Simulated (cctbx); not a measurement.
**Accept or mend?**

Cell a = 8.3190 Å, b = 11.2480 Å, c = 9.1270 Å, α = 90.00°, β = 114.72°, γ = 90.00°; space group Cc (no. 9).

The data are simulated with cctbx, not measured: Cu Kα, λ = 1.54184 Å, to d = 0.83 Å, 70 % of the full sphere, strongest reflection 5000 counts, noise from counting, a 2 % proportional error and a noise floor of 15 counts (s.d.); no absorption.

An anisotropic refinement with weights 1/σ² prints:

```text
Rint 0.048, 1287 unique reflections to 0.83 A
cycle     R1     wR2    GooF  max shift (A)
   1  0.1311  0.2587   3.758   0.07321
   5  0.0996  0.1969   2.860   0.00043
final R1 0.0996 wR2 0.1969 GooF 2.860  parameters 63  data/parameter 20.4
atom        x        y        z      Ueq    occ   su(xyz)  su(Uiso or U11)
Mo1    0.50335  0.49979  1.00193   0.0094  1.000  0.00039  0.0008
Ca1    0.50382  0.16709  0.25848   0.0325  1.000  0.00185  0.0030
S1     0.39945  0.29975  0.88310   0.0079  1.000  0.00115  0.0049
S2     0.61034  0.29993  0.62203   0.0100  1.000  0.00126  0.0045
S3     0.69126  0.05851  0.91651  -0.0163  1.000  0.00060  0.0018  NPD
S4     0.50042  0.42465  0.25460   0.0158  1.000  0.00151  0.0029
Al1    0.50166  0.18447  0.74983   0.0147  1.000  0.00208  0.0040
difference map: max 11.58 min -3.14 rms 0.75
Q1    0.3090  0.0561  0.5843    4   11.84  2.22 A from Al1
Q2    0.0666  0.0563  0.2475    4    4.14  1.59 A from S4
Q3    0.1349  0.4178  0.3943    4    4.13  0.50 A from S3
Q4    0.2507  0.4323  0.4220    4    3.76  0.49 A from S3
Q5    0.3743  0.9963  0.3304    4    3.24  2.42 A from Ca1
Q6    0.1971  0.2111  0.4166    4    3.07  2.07 A from Al1
```

Q: Accept it or mend it, and why?

Mend it. The fault: an atom left out, S at (0.3075, 0.0577, 0.5824). Against the right model at the same level, R1 goes from 0.0359 to 0.0996 and GooF from 0.94 to 2.86, U of S3 shrinks from 0.0101 to -0.0163 Å², U of Ca1 swells from 0.0069 to 0.0325 Å², U of Mo1 swells from 0.0060 to 0.0094 Å², the top difference peak, 11.8 e/Å³, lies 2.22 Å from Al1 and S3 goes non-positive-definite. Q1 is the missing atom. With scattering power missing, scale and phases suffer, so peaks may also grow on the heavy atoms.

The compound is CaAlMoS5. The right model at the same level gives:

```text
Rint 0.048, 1287 unique reflections to 0.83 A
cycle     R1     wR2    GooF  max shift (A)
   1  0.0405  0.0733   1.069   0.01471
   2  0.0359  0.0648   0.944   0.00014
final R1 0.0359 wR2 0.0648 GooF 0.944  parameters 72  data/parameter 17.9
atom        x        y        z      Ueq    occ   su(xyz)  su(Uiso or U11)
Mo1    0.50330  0.49592  0.99783   0.0060  1.000  0.00020  0.0003
Ca1    0.50294  0.16662  0.27594   0.0069  1.000  0.00043  0.0009
S1     0.39986  0.30506  0.88108   0.0084  1.000  0.00059  0.0019
S2     0.61028  0.29552  0.62039   0.0046  1.000  0.00056  0.0018
S3     0.31289  0.05831  0.58535   0.0171  1.000  0.00063  0.0024
S4     0.68937  0.05787  0.91537   0.0101  1.000  0.00061  0.0024
S5     0.50211  0.42594  0.25694   0.0119  1.000  0.00083  0.0009
Al1    0.50470  0.18340  0.75549   0.0085  1.000  0.00098  0.0012
Flack x: -0.07(5)
Hooft y: -0.106(59)  Bijvoet pairs: 584
difference map: max 1.14 min -0.97 rms 0.24
Q1    0.4022  0.0895  0.4026    4    1.19  1.90 A from Ca1
Q2    0.1097  0.1302  0.5385    4    0.94  1.63 A from Mo1
Q3    0.1112  0.1565  0.8876    4    0.93  1.48 A from S5
Q4    0.1587  0.3148  0.5767    4    0.86  2.14 A from S4
Q5    0.1511  0.1913  0.4572    4    0.85  1.91 A from S1
Q6    0.9908  0.1397  0.4362    4    0.85  0.94 A from S1
```

The model is made up (kin elements in a known structure type, no relaxation), so it says nothing on whether the phase exists.

[Middle refinement cycles are left out of these outputs.]

[Logs are printed without paths, hosts, clocks, repeated set-up lines and the standing remarks that a program may print on its own settings, such as how far it seeks lower states.]
